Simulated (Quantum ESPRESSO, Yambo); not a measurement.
Planning a run of Quantum ESPRESSO 7.5 on Si3N4 (Fd-3m). The input:

```
&control
  calculation = 'nscf'
  prefix = 'x'
  outdir = 'o'
  pseudo_dir = 'pseudo'
/
&system
  ibrav = 0
  nat = 14
  ntyp = 2
  ecutwfc = 72.0
  nbnd = 206
  force_symmorphic = .true.
/
&electrons
  conv_thr = 1e-9
  electron_maxstep = 80
  diago_full_acc = .true.
  diago_thr_init = 5e-6
/
ATOMIC_SPECIES
  Si 28.085 Si.upf
  N 14.007 N.upf
CELL_PARAMETERS angstrom
  -0.0000000000 3.9326551800 3.9326551800
  3.9326551800 0.0000000000 3.9326551800
  3.9326551800 3.9326551800 -0.0000000000
ATOMIC_POSITIONS crystal
  Si 0.1250000000 0.1250000000 0.6250000000
  Si 0.1250000000 0.6250000000 0.1250000000
  Si 0.6250000000 0.1250000000 0.1250000000
  Si 0.1250000000 0.1250000000 0.1250000000
  Si 0.7500000000 0.7500000000 0.7500000000
  Si 0.5000000000 0.5000000000 0.5000000000
  N 0.3675630000 0.3675630000 0.3675630000
  N 0.3526890000 0.8824370000 0.8824370000
  N 0.8824370000 0.8824370000 0.3526890000
  N 0.8824370000 0.3526890000 0.8824370000
  N 0.3675630000 0.3675630000 0.8973110000
  N 0.3675630000 0.8973110000 0.3675630000
  N 0.8824370000 0.8824370000 0.8824370000
  N 0.8973110000 0.3675630000 0.3675630000
K_POINTS automatic
  4 4 4 0 0 0
```

```sh
OMP_NUM_THREADS=1 mpirun -n 4 pw.x -nk 4 -in pw.in > pw.out
```

**Question.** How long will it take on 4 MPI ranks of Arm Neoverse V2, shared host, and how much memory?

It took 35 s; on shared hardware allow 17 s to 70 s. Peak host memory was 0.9 GiB.

[Paths, hosts, dates, memory and timing lines, banners, echoed tables and standing remarks are left out of the program output.]

[Logs are printed without paths, hosts, clocks, repeated set-up lines and the standing remarks that a program may print on its own settings, such as how far it seeks lower states.]

[Runs of the session that timed out or met a known fault of the program may be left out.]

[Hosts, paths, dates, database ids (printed as entryN), source tags and the programs' standing remarks are cut or masked in the printed files.]
